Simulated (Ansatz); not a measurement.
# G0W0 on several functionals: SnI4O12 (P-1), part 2 of 2

Aim: G0W0 for SnI4O12 (P-1) on several starting functionals, at one mesh, band count and screening cutoff.

Ansatz 0.2.0; G0W0 on several functionals, plane waves, PAW. Known limits of the many-body steps: not at the basis limit; no spin-orbit coupling; coarse k mesh.

So far. Step 2 (G0W0 on PBE): The gap on the mesh goes from 2.75 eV to 4.11 eV, a correction of +1.37 eV. Between the two edge states, bare exchange in place of the xc potential would open the gap by 8.34 eV, and correlation takes back 6.97 eV.

In doubt: masses and optical values from hybrid runs of this build are listed as unsure (steps 3, 4), which bears on the screening that GW takes from such a start.

## Step 3: G0W0 on HSE06

One-shot GW remembers its start. Another functional's orbitals and levels show by how much.

This step: G0W0 on HSE06, plane waves, PAW; PAW set soft_1.

File input.yaml:

```yaml
crystal:
  lattice:
    - [5.0576, 0.0, 0.0]
    - [0.1062173362, 6.279901792, 0.0]
    - [0.1980229617, 0.3361895656, 8.3774187989]
  atoms:
    - { symbol: Sn, position: [0.0, 0.0, 0.5] }
    - { symbol: I, position: [0.5061148231, 0.7764667496, 0.237035738] }
    - { symbol: I, position: [0.4938851769, 0.2235332504, 0.762964262] }
    - { symbol: I, position: [0.9806449621, 0.6993687757, 0.8436912468] }
    - { symbol: I, position: [0.0193550379, 0.3006312243, 0.1563087532] }
    - { symbol: O, position: [0.782882709, 0.9590566929, 0.2966559641] }
    - { symbol: O, position: [0.217117291, 0.0409433071, 0.7033440359] }
    - { symbol: O, position: [0.3031160215, 0.7954234777, 0.4238411328] }
    - { symbol: O, position: [0.6968839785, 0.2045765223, 0.5761588672] }
    - { symbol: O, position: [0.8472236491, 0.7454330787, 0.6369154755] }
    - { symbol: O, position: [0.1527763509, 0.2545669213, 0.3630845245] }
    - { symbol: O, position: [0.8260917482, 0.4351970098, 0.8854019874] }
    - { symbol: O, position: [0.1739082518, 0.5648029902, 0.1145980126] }
    - { symbol: O, position: [0.6674548844, 0.5288324017, 0.2906575423] }
    - { symbol: O, position: [0.3325451156, 0.4711675983, 0.7093424577] }
    - { symbol: O, position: [0.7314164081, 0.8620142688, 0.9456220245] }
    - { symbol: O, position: [0.2685835919, 0.1379857312, 0.0543779755] }
kpoints:
  mp_grid: { grid: [4, 2, 2] }
hamiltonian:
  xc: hse06
  pseudopotentials: { kind: paw, azcp: { folder: soft_1 } }
scf:
  occupations: { method: fixed }
gw:
  n_empty_bands: 1000
  ecut_chi: 140.0
  qp_bands: [v4, c4]
  qp_kpoints: band_edges
  screening: { model: contour_deformation }
```

On the command line:

```bash
$ ansatz run input.yaml --threads 2 --pin off --max-ram 92160MiB --backend cuda --events-out ev --progress --plain --runs-dir out --devices 1 --max-vram 13GiB
```

Numbers of over 12 decimals in the logs are rounded to 6 here.

Log:

```text
GPUs: using 1 of 1 available (devices: 1).
[...]
davidson cushion auto → on  (no smearing: the cushion is to keep the highest requested band from converging to the state above it; pin scf.eigensolver.cushion to override)
[...]
GPU FFT provider: cuFFT
GPU libraries: cuBLAS 13.8.2, cuFFT 12.4.0, cuSOLVER 12.3.4
Crystal: 17 atoms, lattice volume = 266.077 Å³
Basis set: ecut = 420 eV, 5213 PW (Γ)
Bands: 94, of which v1, the nominal top of the filled ones, is band 77 counted from 1 (76 counted from 0)
Symmetry: 2 space group operations
[...]
k-points: 12 of 16
[...]
GPU buffer pool allocated for 97200 grid points (all kernels)
[...]
SCF iter   1: F=—  HF=-42874.428520 eV  |F-HF|=—  |Δ(HF+E_count)|=         —  Δρ=1.10e-1  dr2=4.22e1  ethr=1.00e-1  ⟨swp⟩=6.0  Hψ=3497  notcnv=0
[...]
SCF iter   9: F=-42863.940621 eV  HF=-42863.940654 eV  |F-HF|=3.21e-5  |Δ(HF+E_count)|=   9.23e-5  Δρ=1.87e-4  dr2=6.65e-5  ethr=6.13e-7  ⟨swp⟩=3.0  Hψ=2610  notcnv=0
SCF 1 stopped early in 9 iterations: F = -42863.940621 eV  dr2 = 6.65e-5
[...]
GPU FFT provider: cuFFT
GPU libraries: cuBLAS 13.8.2, cuFFT 12.4.0, cuSOLVER 12.3.4
[...]
GPU buffer pool allocated for 97200 grid points (all kernels)
[...]
Frozen-core exchange: fock
[...]
Internal energy: -42881.281950 eV  (E = F + TS)
E sigma→0 (E₀):  -42881.281950 eV
Fermi energy:    4.916082 eV
[...]
--- Band table (eV; the first three rows and the last of 12) ---
  k-point 0: bands = [... 73 lower, 4.2610, 4.3568, 4.4332, 4.5829, 9.3958, 9.4930, 9.8232, 10.0988, ... 4 higher]
  k-point 1: bands = [... 73 lower, 4.1469, 4.3601, 4.3718, 4.5595, 9.2893, 9.3607, 9.9520, 10.2352, ... 4 higher]
  k-point 2: bands = [... 73 lower, 4.3320, 4.3323, 4.4880, 4.7671, 9.4957, 9.7443, 10.4033, 10.5612, ... 4 higher]
  k-point 11: bands = [... 73 lower, 3.9401, 4.3338, 4.3747, 4.7323, 9.1093, 9.9607, 9.9951, 10.1573, ... 4 higher]
  guard bands above this table: 9 of the run's 94 bands. The solve was not asked for them (output.publish_guard_bands: true or output.eigenvalues: true publishes all)
[...]
0    74      4.2610   -26.6145     4.5255   -22.1041  0.7591     4.2761     4.2761  root
     0    75      4.3568   -24.6219     3.4655   -21.0318  0.7721     4.2320     4.2322  root
     0    76      4.4332   -24.0010     2.9681   -20.8443  0.7838     4.2442     4.2446  root
     0    77      4.5829   -24.9004     3.3820   -21.4276  0.7754     4.4920     4.4921  root
     0    78      9.3958   -14.0718    -3.2778   -18.1055  0.8170    10.1562    10.1518  root
     0    79      9.4930   -12.1471    -3.5436   -16.3545  0.8225    10.1604    10.1568  root
     0    80      9.8232   -12.0022    -3.4809   -16.1879  0.8176    10.5323    10.5280  root
     0    81     10.0988   -13.1915    -3.5059   -17.4417  0.8155    10.8479    10.8430  root
[...]
11    78      9.1093   -13.8595    -3.3470   -17.9361  0.8191     9.8430     9.8389  root
    11    79      9.9607   -13.0429    -3.5700   -17.3525  0.8145    10.7052    10.7003  root
    11    80      9.9951   -13.3095    -3.5789   -17.6690  0.8142    10.7811    10.7757  root
    11    81     10.1573   -12.8615    -3.5014   -17.1229  0.8136    10.9225    10.9173  root
[key lines of the parts left out:]
Free energy (F): -42881.281950 eV
```

The job ended after 5.7 min (1 × NVIDIA H100 80GB HBM3 (shared by 6 runs) with 2 threads of AMD EPYC 7R13 (Zen 3), shared host; peak memory 4.5 GiB; 7.6 min of CPU time).

Numbers from this step:

```yaml
bands_summed: 1077
rpa_eps_infinity_on_this_mesh_eigenvalues: 3.222, 3.588, 3.640
plane_waves_in_the_screening_matrix: 987
q_points_in_the_mesh: 16
g0w0_gap_on_the_mesh: 4.814 eV
k_of_the_valence_top: 0, -0.5, -0.5
k_of_the_conduction_bottom: 0.25, -0.5, 0
starting_gap_on_the_mesh: 4.002 eV
z_at_the_valence_top: 0.7819
z_at_the_conduction_bottom: 0.8208
least_direct_g0w0_gap_on_the_computed_points: 5.025 eV
```

Against the run with 4×2×2 mesh, 1000 empty bands, screening to 140 eV, PAW set soft_1 files on PBE, the gap moves by +0.70 eV, while the start moved by +1.26 eV.

## Step 4: G0W0 on PBE0

This step: G0W0 on PBE0, plane waves, PAW; PAW set soft_1.

input.yaml: that of step 3 with these lines changed.

```diff
@@ -26,3 +26,3 @@
 hamiltonian:
-  xc: hse06
+  xc: pbe0
   pseudopotentials: { kind: paw, azcp: { folder: soft_1 } }
```

Log:

```text
GPUs: using 1 of 1 available (devices: 1).
[...]
GPU FFT provider: cuFFT
GPU libraries: cuBLAS 13.8.2, cuFFT 12.4.0, cuSOLVER 12.3.4
Crystal: 17 atoms, lattice volume = 266.077 Å³
Basis set: ecut = 420 eV, 5213 PW (Γ)
Bands: 94, of which v1, the nominal top of the filled ones, is band 77 counted from 1 (76 counted from 0)
Symmetry: 2 space group operations
[...]
k-points: 12 of 16
[...]
0    80     10.1930   -11.9662    -3.3777   -15.7843  0.8296    10.6348    10.6334  root
     0    81     10.4684   -13.1534    -3.4062   -17.0408  0.8273    10.9512    10.9495  root
[...]
11    78      9.4710   -13.8161    -3.2655   -17.5447  0.8307     9.9355     9.9341  root
    11    79     10.3336   -13.0089    -3.4674   -16.9506  0.8266    10.8094    10.8078  root
    11    80     10.3655   -13.2732    -3.4775   -17.2692  0.8262    10.8858    10.8839  root
    11    81     10.5311   -12.8274    -3.3977   -16.7203  0.8258    11.0281    11.0263  root
[key lines of the parts left out:]
Free energy (F): -42878.005435 eV
Fermi energy:    4.536253 eV
```

Elapsed: 4.7 min, on 1 × NVIDIA H100 80GB HBM3 (shared by 6 runs) with 2 threads; peak memory 4.5 GiB.

Numbers from this step:

```yaml
bands_summed: 1077
rpa_eps_infinity_on_this_mesh_eigenvalues: 3.053, 3.375, 3.420
plane_waves_in_the_screening_matrix: 987
g0w0_gap_on_the_mesh: 5.032 eV
k_of_the_valence_top: 0, -0.5, -0.5
k_of_the_conduction_bottom: 0.25, -0.5, 0
starting_gap_on_the_mesh: 4.739 eV
least_direct_g0w0_gap_on_the_computed_points: 5.247 eV
```

Against the run with 4×2×2 mesh, 1000 empty bands, screening to 140 eV, PAW set soft_1 files on HSE06, the gap moves by +0.22 eV, while the start moved by +0.74 eV.

## Step 5: Side by side

All on the 4×2×2 mesh with 1000 empty bands and screening to 140 eV. Times are wall times on 1 × NVIDIA H100 80GB HBM3 (shared by 6 runs) with 2 threads of AMD EPYC 7R13 (Zen 3), shared host, good to a factor of about two.

| start | starting gap (eV) | shift (eV) | G0W0 gap (eV) | RPA ε∞ (harmonic mean) | Z (valence, conduction) | time |
| --- | --- | --- | --- | --- | --- | --- |
| PBE | 2.75 | +1.37 | 4.11 | 4.35 | 0.74, 0.78 | 66 s |
| HSE06 | 4.00 | +0.81 | 4.81 | 3.47 | 0.78, 0.82 | 5.7 min |
| PBE0 | 4.74 | +0.29 | 5.03 | 3.27 | 0.80, 0.83 | 4.7 min |

How the two edges are built up, in eV (the quasiparticle level is the starting level plus Σx plus Σc less Vxc):

```
  run               edge  start      Σx     Σc     Vxc     Z    QP
  PBE        valence top   5.86  -25.07   3.61  -20.91  0.74  5.30
  PBE  conduction bottom   8.61  -14.29  -3.36  -18.46  0.78  9.41
HSE06        valence top   4.92  -24.86   3.07  -21.69  0.78  4.82
HSE06  conduction bottom   8.92  -13.53  -3.39  -17.63  0.82  9.63
 PBE0        valence top   4.54  -24.86   2.95  -22.07  0.80  4.70
 PBE0  conduction bottom   9.28  -13.49  -3.31  -17.25  0.83  9.73
```

For a hybrid start, Vxc holds its share of exact exchange.

## Step 6: What came out

| Property | Result |
| --- | --- |
| G0W0@PBE | 4.11 eV (start 2.75 eV) |
| G0W0@HSE06 | 4.81 eV (start 4.00 eV) |
| G0W0@PBE0 | 5.03 eV (start 4.74 eV) |
| known limits | not at the basis limit; no spin-orbit coupling; coarse k mesh |

The starting gaps span 1.99 eV and the G0W0 gaps 0.92 eV. Between PBE and PBE0, 0.92 eV of the 1.99 eV survives, 46 %. PBE0 screens less than PBE (ε∞ 3.27 against 4.35). Of the 0.92 eV by which its G0W0 gap is higher, the correlation part gives +0.72 eV, and exchange with the one-particle terms, which follow the orbitals, +0.20 eV. The smallest correction, +0.29 eV, is on PBE0, the start nearest to reproducing itself. Bands and cutoff are finite, so the gap is not at the basis limit. The miss can reach some tenths of an eV and take either sign; the mesh is an error of its own. The 4×2×2 mesh is coarse for this cell (its supercell is 13 Å along the shortest edge). The RPA ε∞ on it, from the PBE start, is 3.98, 4.53 and 4.60; such meshes misread the long-range screening, most where the gap is narrow. The program warns that the mesh is coarse for exact exchange, which bears on the hybrid start's gap. The many-body steps are scalar-relativistic: spin-orbit coupling is not in them.

[Paths, hosts, dates, memory and timing lines, banners, echoed tables and standing remarks are left out of the program output.]

[Logs are printed without paths, hosts, clocks, repeated set-up lines and the standing remarks that a program may print on its own settings, such as how far it seeks lower states.]

[Runs of the session that timed out or met a known fault of the program may be left out.]

[Cells called generated may have been cut or substituted from an entry of the Crystallography Open Database or the Materials Project.]

[Hosts, paths, dates, database ids (printed as entryN), source tags and the programs' standing remarks are cut or masked in the printed files.]
